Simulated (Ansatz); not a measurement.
# λ, α²F and ρ(T) of Cu-Ni stack of (111) layers

Aim: how strongly do electrons couple to phonons in Cu-Ni stack of (111) layers, and what resistivity does that give?

Method: DFT PBEsol, scalar-relativistic, plane waves, PAW, in Ansatz 0.2.0.

Most raw output is cut from this account.

In doubt: the program doubts the meshes or the phonons of the coupling sums (step 5), which bears on λ, Tc and transport values.

## Step 1: The structure

The cell holds 2 atoms: 1 Cu and 1 Ni. Its edges and angles: a = 2.489 Å, b = 2.489 Å, c = 13.032 Å, α = 90.0°, β = 90.0°, γ = 120.0°. Vacuum lies along c.

## Step 2: Relaxing cell and atoms

Lattice constant and positions set the bands and the force constants, so the cell is relaxed first.

input.yaml reads:

```yaml
crystal:
  lattice:
    - [2.48902, 0.0, 0.0]
    - [-1.24451, 2.15555, 0.0]
    - [0.0, 0.0, 13.03227]
  atoms:
    - { symbol: Cu, position: [0.0, 0.0, 0.42202922] }
    - { symbol: Ni, position: [0.33333333, 0.66666667, 0.57797078], spin: 0.15 }
  periodic: [true, true, false]
kpoints:
  mp_grid: { grid: [15, 15, 1] }
hamiltonian:
  xc: pbesol
scf:
  occupations: { method: gaussian, width: 0.1 }
output:
  forces: true
  stress: true
  eigenvalues: true
  populations: true
  write_density: true
  write_potential: true
  elf: true
  volumetric_format: npy
magnetization:
  spin_polarized: true
relax:
  adjacent_minimum: "off"
  f_tol: 0.005
  max_steps: 80
  cell: { stress_2d_tol: 0.02 }
```

Run with:

```console
> ansatz run input.yaml --threads 4 --pin off --max-ram 16384MiB --backend cpu --events-out ev --progress --plain --runs-dir out
```

It took 66 s on 4 threads of Arm Neoverse V1, shared host; peak memory 0.57 GiB.

Relaxation path:

| step | energy less that of the first step (eV) | largest force component (eV/Å) | volume (Å³) |
| --- | --- | --- | --- |
| 1 | 0.0000 | 0.2905 | 149.50 |
| 2 | -0.0518 | 0.1278 | 145.35 |
| 3 | -0.0778 | 0.0592 | 138.49 |
| 4 | -0.0791 | 0.0066 | 139.80 |
| 5 | -0.0792 | 0.0042 | 139.65 |
| 6* | -0.0781 | 0.0044 | 139.65 |

Relaxation steps marked * repeat the geometry before them on a plane-wave basis chosen anew for their cell, so energy and pressure can jump there.

Forces are held to the 6 operations that the run works with; a distortion that breaks them can't arise in this run.

| cell as run | before | after | change |
| --- | --- | --- | --- |
| a (Å) | 2.489 | 2.406 | -3.4 % |
| b (Å) | 2.489 | 2.406 | -3.4 % |

The relaxed structure:

```xyz
2
Lattice="2.4056 0.0000 0.0000 -1.2028 2.0833 0.0000 0.0000 0.0000 27.8645" Properties=species:S:1:pos:R:3
Cu    0.0000    0.0000    5.5023
Ni    0.0000    1.3889    7.5299
```

Numbers from this step:

- metallic on mesh: yes
- gap on the k-mesh: 0 eV

Electrostatic potential energy in the ca plane at fractional y = 0.000, with atoms of Cu within 0.2 Å of it. With pseudopotentials it is smooth inside the atoms' cores, unlike the true potential.

Values in eV, 5 rows by 16 columns, each cell a mean:
```
  0   0   0   0  -9 -44 -19  -7  -3   0   0   0   0   0   0   0
  0   0   0   0  -3 -21  -8 -19  -6   0   0   0   0   0   0   0
  0   0   0   0  -2  -8  -6 -27  -9   0   0   0   0   0   0   0
  0   0   0   0  -5 -33 -12 -13  -5   0   0   0   0   0   0   0
  0   0   0  -1 -10 -46 -22  -5  -2   0   0   0   0   0   0   0
```
Columns run along c (16.0 Å, from fractional 0.00 to 0.57 of the cell; values clipped at the 3rd and 97th percentile), rows up along a (2.4 Å). Atoms in or near the plane, at fractional coordinates: Cu at (0.20, 0.00).

ELF in the ca plane at fractional y = 0.000, with atoms of Cu within 0.2 Å of it. It is the smooth field of the valence electrons, not physical close to the nuclei.

Ten even steps from '0' (0.00) to '9' (0.88), each cell a mean:
```
00000000001112585223333321000000000000000000
00000000001112232222222221000000000000000000
00000000001122222222222221000000000000000000
00000000001222222222222111000000000000000000
00000000001222222222222111000000000000000000
00000000001111222222222221000000000000000000
00000000001112464222222321000000000000000000
00000000001112696223333321000000000000000000
```
Columns run along c (16.0 Å, from fractional 0.00 to 0.57 of the cell), rows up along a (2.4 Å). Atoms in or near the plane, at fractional coordinates: Cu at (0.20, 0.00).

Valence density in the ca plane at fractional y = 0.000, with atoms of Cu within 0.2 Å of it. It is the smooth field of the valence electrons, not physical close to the nuclei.

Ten steps, logarithmic in the rise over the least value, from '0' (0 e/Å³) to '9' (55 e/Å³), each cell a mean:
```
00000000000003786210110000000000000000000000
00000000000001454101110000000000000000000000
00000000000000121101221000000000000000000000
00000000000000011001221000000000000000000000
00000000000000111001221000000000000000000000
00000000000001343101111000000000000000000000
00000000000002686210110000000000000000000000
00000000000003897310000000000000000000000000
```
Columns run along c (16.0 Å, from fractional 0.00 to 0.57 of the cell), rows up along a (2.4 Å). Atoms in or near the plane, at fractional coordinates: Cu at (0.20, 0.00).

The relaxation ends with a largest force component of 0.0044 eV/Å. The starting moments have collapsed: the run ends non-magnetic.

## Step 3: Relaxing tightly for phonons

Residual forces and stress shift phonon frequencies, so the cell is relaxed again, with tight thresholds and the mesh and smearing of this input.

input.yaml reads:

```yaml
crystal:
  lattice:
    - [2.4056207863, 0.0, 0.0]
    - [-1.2028103932, 2.0833287128, 0.0]
    - [0.0, 0.0, 27.8645450283]
  atoms:
    - { symbol: Cu, position: [0.0, 0.0, 0.1974674283] }
    - { symbol: Ni, position: [0.3333333333, 0.6666666667, 0.2702333717] }
  periodic: [true, true, false]
kpoints:
  mp_grid: { grid: [15, 15, 1] }
hamiltonian:
  xc: pbesol
scf:
  occupations: { method: methfessel_paxton, width: 0.2 }
output:
  forces: true
  stress: true
  eigenvalues: true
  write_density: true
  write_potential: true
  elf: true
  volumetric_format: npy
relax:
  adjacent_minimum: "off"
  f_tol: 0.001
  max_steps: 60
  cell: { stress_2d_tol: 0.002 }
```

Run time: 16 s. Hardware: 4 threads; peak memory 0.49 GiB.

Little changed from the start: no atom moved by 0.005 Å and no cell edge by 0.1 %.

Electrostatic potential energy in the ca plane at fractional y = 0.667, with atoms of Ni within 0.2 Å of it. With pseudopotentials it is smooth inside the atoms' cores, unlike the true potential.

Ten even steps from '0' (-46 eV) to '9' (0 eV), each cell a mean:
```
99999999999997424788888999999999999999999999
99999999999997424888888999999999999999999999
99999999999998656887436899999999999999999999
99999999999999878873002799999999999999999999
99999999999999888871000699999999999999999999
99999999999999888861000699999999999999999999
99999999999999878873002799999999999999999999
99999999999998656886336899999999999999999999
```
Columns run along c (16.0 Å, from fractional 0.00 to 0.57 of the cell; values clipped at the 3rd and 97th percentile), rows up along a (2.4 Å). Atoms in or near the plane, at fractional coordinates: Ni at (0.27, 0.33).

Valence density in the ca plane at fractional y = 0.667, with atoms of Ni within 0.2 Å of it. It is the smooth field of the valence electrons, not physical close to the nuclei.

Ten steps, logarithmic in the rise over the least value, from '0' (0 e/Å³) to '9' (35 e/Å³), each cell a mean:
```
00000000000001343111111000000000000000000000
00000000000001333111111000000000000000000000
00000000000001222112332100000000000000000000
00000000000000111114774100000000000000000000
00000000000000111126996200000000000000000000
00000000000000111126996200000000000000000000
00000000000000111114774100000000000000000000
00000000000001222112332100000000000000000000
```
Columns run along c (16.0 Å, from fractional 0.00 to 0.57 of the cell), rows up along a (2.4 Å). Atoms in or near the plane, at fractional coordinates: Ni at (0.27, 0.33).

ELF in the ca plane at fractional y = 0.667, with atoms of Ni within 0.2 Å of it. It is the smooth field of the valence electrons, not physical close to the nuclei.

Values, 5 rows by 16 columns, each cell a mean:
```
0.00 0.00 0.01 0.07 0.17 0.20 0.20 0.23 0.25 0.11 0.01 0.00 0.00 0.00 0.00 0.00
0.00 0.00 0.01 0.07 0.19 0.19 0.20 0.22 0.20 0.10 0.01 0.00 0.00 0.00 0.00 0.00
0.00 0.00 0.01 0.08 0.24 0.24 0.24 0.42 0.20 0.07 0.01 0.00 0.00 0.00 0.00 0.00
0.00 0.00 0.01 0.08 0.24 0.27 0.25 0.48 0.20 0.07 0.01 0.00 0.00 0.00 0.00 0.00
0.00 0.00 0.01 0.07 0.20 0.19 0.21 0.25 0.18 0.09 0.01 0.00 0.00 0.00 0.00 0.00
```
Columns run along c (16.0 Å, from fractional 0.00 to 0.57 of the cell), rows up along a (2.4 Å). Atoms in or near the plane, at fractional coordinates: Ni at (0.27, 0.33).

## Step 4: Lattice stability: q 2×2×1, k 8×8×1

Before any scattering is computed, the phonons show whether the structure is a minimum.

input.yaml reads:

```yaml
crystal:
  lattice:
    - [2.4049993787, 0.0, 0.0]
    - [-1.2024996894, 2.082790558, 0.0]
    - [0.0, 0.0, 27.8645450283]
  atoms:
    - { symbol: Cu, position: [0.0, 0.0, 0.1974527196] }
    - { symbol: Ni, position: [0.3333333333, 0.6666666667, 0.2702480804] }
  periodic: [true, true, false]
kpoints:
  mp_grid: { grid: [8, 8, 1] }
hamiltonian:
  xc: pbesol
scf:
  occupations: { method: methfessel_paxton, width: 0.2 }
output:
  eigenvalues: true
phonons:
  method: dfpt
  qmesh: [2, 2, 1]
  temperatures: { t_max: 1000, t_step: 50 }
  qpath:
    path:
      - [0.0, 0.0, 0.0]
      - [0.5, 0.0, 0.0]
      - [0.33333333, 0.33333333, 0.0]
      - [0.0, 0.0, 0.0]
    npoints: 10
```

It took 27 s on 4 threads; peak memory 0.71 GiB.

Numbers from this step:

* zero point energy: 0.06845 eV/cell
* share of imaginary modes in the plain interpolation between solved wavevectors: 0.0045
* highest frequency, solved or plainly interpolated: 306.1 cm⁻¹

Solved on the 2×2×1 mesh alone; all other wavevectors are interpolated. The phonon branches at the labelled points (cm⁻¹):

| point | branch 1 | branch 2 | branch 3 | branch 4 | branch 5 | branch 6 |
| --- | --- | --- | --- | --- | --- | --- |
| Γ | 0 | 0 | 0 | 89 | 89 | 226 |
| halfway | 63 | 120 | 161 | 182 | 216 | 230 |
| M | 114 | 169 | 174 | 210 | 278 | 306 |
| halfway | 121 | 163 | 206 | 232 | 273 | 296 |
| K | 137 | 148 | 244 | 262 | 268 | 272 |
| halfway | 73 | 149 | 172 | 195 | 226 | 241 |
| Γ | 0 | 0 | 0 | 89 | 89 | 226 |

Among the solved wavevectors the lowest mode, translations apart, is 89.2 cm⁻¹, so these are real on this k mesh.

## Step 5: Coupling and resistivity: q 3×3×1, k 12×12×1, scattering 18×18×1

Phonons, couplings and the Boltzmann equation in one run.

input.yaml, as its differences from that of step 4:

```diff
@@ -10,3 +10,3 @@
 kpoints:
-  mp_grid: { grid: [8, 8, 1] }
+  mp_grid: { grid: [12, 12, 1] }
 hamiltonian:
@@ -19,3 +19,3 @@
   method: dfpt
-  qmesh: [2, 2, 1]
+  qmesh: [3, 3, 1]
   temperatures: { t_max: 1000, t_step: 50 }
@@ -28 +28,4 @@
     npoints: 10
+  electrical_resistivity:
+    mesh: [18, 18, 1]
+    temperatures: [20.0, 50.0, 77.0, 100.0, 150.0, 200.0, 300.0, 400.0, 600.0, 800.0]
```

It took 2 min on 4 threads; peak memory 1.4 GiB; 7.7 min of CPU time.

This step gave:

```yaml
zero_point_energy: 0.06889 eV/cell
share_of_imaginary_modes_in_the_plain_interpolation_between_solved_wavevectors: 0
highest_frequency_solved_or_plainly_interpolated: 310.5 cm⁻¹
cell_height: 27.86 Å
sheet_resistance_300k: 108.7 Ω/square, mean in the plane
resistivity_at_300_k: 30.29 μΩ cm, mean of the axes, of the whole cell with its vacuum
coupling_constant_lambda: 0.171
density_of_states_at_the_fermi_level: 0.7914 states/eV a spin and cell
log_mean_phonon_energy_omega_log: 19.26 meV
transport_coupling_constant_lambda_tr: 0.1911, 0.1911, 0 (xx, yy, zz)
drude_plasma_energy: 2.531, 2.531, 0 eV (xx, yy, zz), of the whole cell with its vacuum
second_moment_phonon_energy_omega: 23.48 meV, from the broadened α²F curve
coupling_lambda_by_branch: 0.0509, 0.0247, 0.0327, 0.0247, 0.0315, 0.00659 (branches by rank of frequency)
```

Solved on the 3×3×1 mesh alone; all other wavevectors are interpolated. The phonon branches at the labelled points (cm⁻¹):

| point | branch 1 | branch 2 | branch 3 | branch 4 | branch 5 | branch 6 |
| --- | --- | --- | --- | --- | --- | --- |
| Γ | 0 | 0 | 0 | 90 | 90 | 227 |
| halfway | 62 | 122 | 163 | 184 | 228 | 241 |
| M | 111 | 163 | 176 | 196 | 295 | 310 |
| halfway | 117 | 164 | 198 | 219 | 278 | 299 |
| K | 128 | 156 | 235 | 241 | 267 | 268 |
| halfway | 72 | 151 | 171 | 194 | 240 | 250 |
| Γ | 0 | 0 | 0 | 90 | 90 | 227 |

The Eliashberg function α²F has structure finer than the step of the table below, so its rows give means over 1 meV, whole bins alone (the curve runs from 0.15 to 38.1 meV). Peaks (meV: height): α²F 13.9: 0.0823, 20.5: 0.205, 22.6: 0.0811, 24.7: 0.109, 28.3: 0.167, 30.7: 0.0837, 33.3: 0.249; α²F tr 13.9: 0.111, 20.5: 0.248, 22.6: 0.0966, 28.3: 0.142, 30.7: 0.0887, 33.3: 0.296.

Eliashberg function α²F against phonon energy; means over each step:

| phonon energy (meV) | α²F | α²F tr |
| --- | --- | --- |
| 1 | 1.1e-4 | 6.1e-5 |
| 2 | 6.5e-4 | 2.5e-4 |
| 3 | 0.00172 | 6.9e-4 |
| 4 | 0.00339 | 0.00149 |
| 5 | 0.00573 | 0.00303 |
| 6 | 0.00819 | 0.00549 |
| 7 | 0.0101 | 0.00793 |
| 8 | 0.0116 | 0.00937 |
| 9 | 0.0145 | 0.0120 |
| 10 | 0.0180 | 0.0163 |
| 11 | 0.0243 | 0.0256 |
| 12 | 0.0369 | 0.0442 |
| 13 | 0.0487 | 0.0631 |
| 14 | 0.0635 | 0.0872 |
| 15 | 0.0418 | 0.0570 |
| 16 | 0.0239 | 0.0289 |
| 17 | 0.0101 | 0.0117 |
| 18 | 0.0131 | 0.0156 |
| 19 | 0.0181 | 0.0222 |
| 20 | 0.0972 | 0.101 |
| 21 | 0.121 | 0.156 |
| 22 | 0.0526 | 0.0618 |
| 23 | 0.0662 | 0.0808 |
| 24 | 0.0698 | 0.0790 |
| 25 | 0.0832 | 0.0803 |
| 26 | 0.0771 | 0.0841 |
| 27 | 0.0955 | 0.103 |
| 28 | 0.130 | 0.128 |
| 29 | 0.0665 | 0.0680 |
| 30 | 0.0511 | 0.0534 |
| 31 | 0.0357 | 0.0377 |
| 32 | 0.0524 | 0.0568 |
| 33 | 0.156 | 0.182 |
| 34 | 0.170 | 0.218 |
| 35 | 0.129 | 0.171 |
| 36 | 0.0268 | 0.0363 |
| 37 | 0.0134 | 0.0183 |

Of the whole cell with its vacuum, so only the sheet resistance is a property of the layer; the means are those of the plane. Resistivity, by row:

| T (K) | ρ_xx (μΩ cm) | ρ_yy | ρ_zz | ρ by Ziman's lowest order, mean | ρ by relaxation times, mean | within 2 % of the coarser mesh |
| --- | --- | --- | --- | --- | --- | --- |
| 20 | 0.03242 | 0.03242 | - | 0.07159 | 0.0737 | no |
| 50 | 0.9761 | 0.9761 | - | 1.434 | 1.157 | no |
| 77 | 3.281 | 3.281 | - | 4.238 | 3.565 | no |
| 100 | 5.981 | 5.981 | - | 7.374 | 6.357 | yes |
| 150 | 12.48 | 12.48 | - | 15.17 | 13.11 | yes |
| 200 | 18.77 | 18.77 | - | 23.33 | 19.73 | yes |
| 300 | 30.29 | 30.29 | - | 39.45 | 32.01 | no |
| 400 | 40.94 | 40.94 | - | 54.97 | 43.42 | no |
| 600 | 60.6 | 60.6 | - | 84.55 | 64.65 | no |
| 800 | 77.97 | 77.97 | - | 112.7 | 83.88 | no |

The cell's resistivity over its height. The sheet resistance, along x by temperature:

| temperature (K) | sheet resistance, along x (Ω/square) |
| --- | --- |
| 20 | 0.116 |
| 50 | 3.50 |
| 77 | 11.8 |
| 100 | 21.5 |
| 150 | 44.8 |
| 200 | 67.3 |
| 300 | 109 |
| 400 | 147 |
| 600 | 218 |
| 800 | 280 |

Some points of the scattering mesh along the symmetry lines, up to three branches each (those of largest λ), at most 39 rows; the frequencies are those of the scattering step, which can differ from the solved and plainly interpolated ones; single rows converge slowly. Mode couplings:

| q1 | q2 | q3 | branch | ħω (meV) | λ_q | half width (meV) |
| --- | --- | --- | --- | --- | --- | --- |
| 0.1667 | 0 | 0 | 1 | 5.17 | 0.081 | 0.00537 |
| 0.1667 | 0 | 0 | 2 | 10.83 | 0.0168 | 0.00491 |
| 0.1667 | 0 | 0 | 4 | 18.21 | 0.0155 | 0.0128 |
| 0.5 | 0 | 0 | 2 | 20.11 | 0.0448 | 0.045 |
| 0.5 | 0 | 0 | 4 | 24.56 | 0.0576 | 0.0863 |
| 0.5 | 0 | 0 | 5 | 35.55 | 0.0424 | 0.133 |
| 0.4444 | 0.1111 | 0 | 2 | 20.32 | 0.0487 | 0.05 |
| 0.4444 | 0.1111 | 0 | 4 | 26.3 | 0.0823 | 0.142 |
| 0.4444 | 0.1111 | 0 | 5 | 35 | 0.0557 | 0.17 |
| 0.3889 | 0.2222 | 0 | 3 | 27.43 | 0.0946 | 0.177 |
| 0.3889 | 0.2222 | 0 | 4 | 29.7 | 0.0542 | 0.119 |
| 0.3889 | 0.2222 | 0 | 5 | 32.97 | 0.0771 | 0.208 |
| 0.2778 | 0.2778 | 0 | 1 | 15.01 | 0.0462 | 0.0259 |
| 0.2778 | 0.2778 | 0 | 3 | 27.26 | 0.121 | 0.223 |
| 0.2778 | 0.2778 | 0 | 5 | 33.1 | 0.0705 | 0.192 |
| 0.2222 | 0.2222 | 0 | 1 | 12.29 | 0.0626 | 0.0235 |
| 0.2222 | 0.2222 | 0 | 2 | 21.65 | 0.0391 | 0.0456 |
| 0.2222 | 0.2222 | 0 | 5 | 33.14 | 0.0344 | 0.0938 |
| 0.1667 | 0.1667 | 0 | 1 | 9.17 | 0.0459 | 0.00959 |
| 0.1667 | 0.1667 | 0 | 3 | 21.52 | 0.0198 | 0.0228 |
| 0.1667 | 0.1667 | 0 | 5 | 29.67 | 0.015 | 0.0329 |
| 0.0556 | 0.0556 | 0 | 1 | 2.62 | 0.0408 | 6.96e-4 |
| 0.0556 | 0.0556 | 0 | 2 | 6.82 | 0.013 | 0.0015 |
| 0.0556 | 0.0556 | 0 | 3 | 10.95 | 0.0156 | 0.00466 |

Largest shares of lambda; single rows converge slowly. Strongest modes:

| q1 | q2 | q3 | star | branch | ħω (meV) | λ_q | half width (meV) |
| --- | --- | --- | --- | --- | --- | --- | --- |
| 0.2778 | 0.3333 | 0 | 12 | 3 | 28.33 | 0.1676 | 0.3344 |
| 0.2222 | 0.3333 | 0 | 12 | 3 | 26.88 | 0.07979 | 0.1433 |
| 0.05556 | 0.1667 | 0 | 12 | 1 | 6.301 | 0.07303 | 0.007209 |
| 0.1667 | 0.3889 | 0 | 12 | 1 | 14.6 | 0.07002 | 0.0371 |
| 0.1667 | 0.2778 | 0 | 12 | 1 | 12.34 | 0.06753 | 0.02557 |
| 0.1667 | 0.3889 | 0 | 12 | 2 | 20.3 | 0.0672 | 0.06885 |
| 0.2222 | 0.3333 | 0 | 12 | 5 | 33.3 | 0.06511 | 0.1795 |
| 0.2778 | 0.3333 | 0 | 12 | 5 | 32.12 | 0.06505 | 0.1669 |

300 K. Table of cumulative share of the conductivity, along x by mean free path:

| mean free path (nm) | cumulative share of the conductivity, along x |
| --- | --- |
| 2.24 | 0.00330 |
| 2.51 | 0.00480 |
| 2.82 | 0.00965 |
| 3.16 | 0.0198 |
| 3.55 | 0.0254 |
| 3.98 | 0.0338 |
| 4.47 | 0.0493 |
| 5.01 | 0.0662 |
| 5.62 | 0.0889 |
| 6.31 | 0.121 |
| 7.08 | 0.150 |
| 7.94 | 0.170 |
| 8.91 | 0.222 |
| 10 | 0.250 |
| 11.2 | 0.32 |
| 12.6 | 0.428 |
| 14.1 | 0.595 |
| 15.8 | 0.852 |
| 17.8 | 0.922 |
| 19.9 | 0.987 |
| 22.4 | 0.994 |
| 25.1 | 0.996 |
| 28.2 | 0.998 |

Resistivity by mesh:

| mesh | T (K) | mean rho (μΩ cm) |
| --- | --- | --- |
| 18x18x1 | 20 | 0.03242 |
| 18x18x1 | 300 | 30.29 |
| 18x18x1 | 800 | 77.97 |
| 9x9x1 | 20 | 0.03756 |
| 9x9x1 | 300 | 29.19 |
| 9x9x1 | 800 | 70.02 |

(Part 1 of 2 ends here.)

[Logs are printed without paths, hosts, clocks, repeated set-up lines and the standing remarks that a program may print on its own settings, such as how far it seeks lower states.]

[Hosts, paths, dates, database ids (printed as entryN), source tags and the programs' standing remarks are cut or masked in the printed files.]
